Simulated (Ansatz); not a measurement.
# As (R-3m): Drude plasma energy along x against volume

The cell of As (R-3m) is scaled evenly and the response computed anew at each volume, on one mesh. x, y and z are the Cartesian axes of the input cell.

Cell: a, b, c = 4.131, 4.131, 4.131 Å (primitive vectors), 2 atoms.

Method: Ansatz 0.2.0, PBEsol, independent particles, k-mesh 10×10×10 with interpolation inside its cells, Gaussian parameter 0.1 eV.

Launch of the response step: `ansatz run input.yaml --threads 4 --pin off --max-ram 8192MiB --backend cpu --events-out ev --progress --plain --runs-dir out`. The series took 19.7 min in all, on 4 threads of AMD EPYC (Zen 3) (shared host).

```tsv
V/V₀	V (Å³, primitive cell)	Drude plasma energy along x (eV)
0.94	40.48	?
0.96	41.34	3.098
0.98	42.20	3.036
1.00	43.06	2.975
1.02	43.92	2.918
1.04	44.78	2.861
1.06	45.64	2.805
```

For small changes the quantity should be close to linear in ln V.

Working, on the rows shown:

| x = ln(V/V₀) | y = Drude plasma energy along x |
| --- | --- |
| -0.040822 | 3.098 |
| -0.0202027 | 3.036 |
| 0 | 2.975 |
| 0.0198026 | 2.918 |
| 0.0392207 | 2.861 |
| 0.0582689 | 2.805 |

Means: x̄ = 0.0093779, ȳ = 2.9488. Σ(x − x̄)(y − ȳ) = -0.02029, Σ(x − x̄)² = 0.006873. Slope = -0.02029 / 0.006873 = -2.952; intercept = ȳ − slope · x̄ = 2.9765. The line misses the rows shown by at most 0.0015 eV.

Question: Fill in the last column of the withheld row.

Answer: At x = -0.061875 the line gives y = 3.1592 eV. The run gave 3.167 eV, so the extrapolation is off by 0.0078 eV, 2 % of the range in the table.

Between the rows on either side of x = 0 the slope is (2.918 − 3.036) / (0.019803 − (-0.020203)) = -2.95. So d ln ωp/d ln V = -0.99; free electrons would give −0.50. The cell comes from an older database entry, whose edges can be off by a per cent or so. The values come from a sum over the points of one k-mesh and carry its error, which is largest for Fermi-surface quantities. Spin-orbit coupling is left out.

[Logs are printed without paths, hosts, clocks, repeated set-up lines and the standing remarks that a program may print on its own settings, such as how far it seeks lower states.]
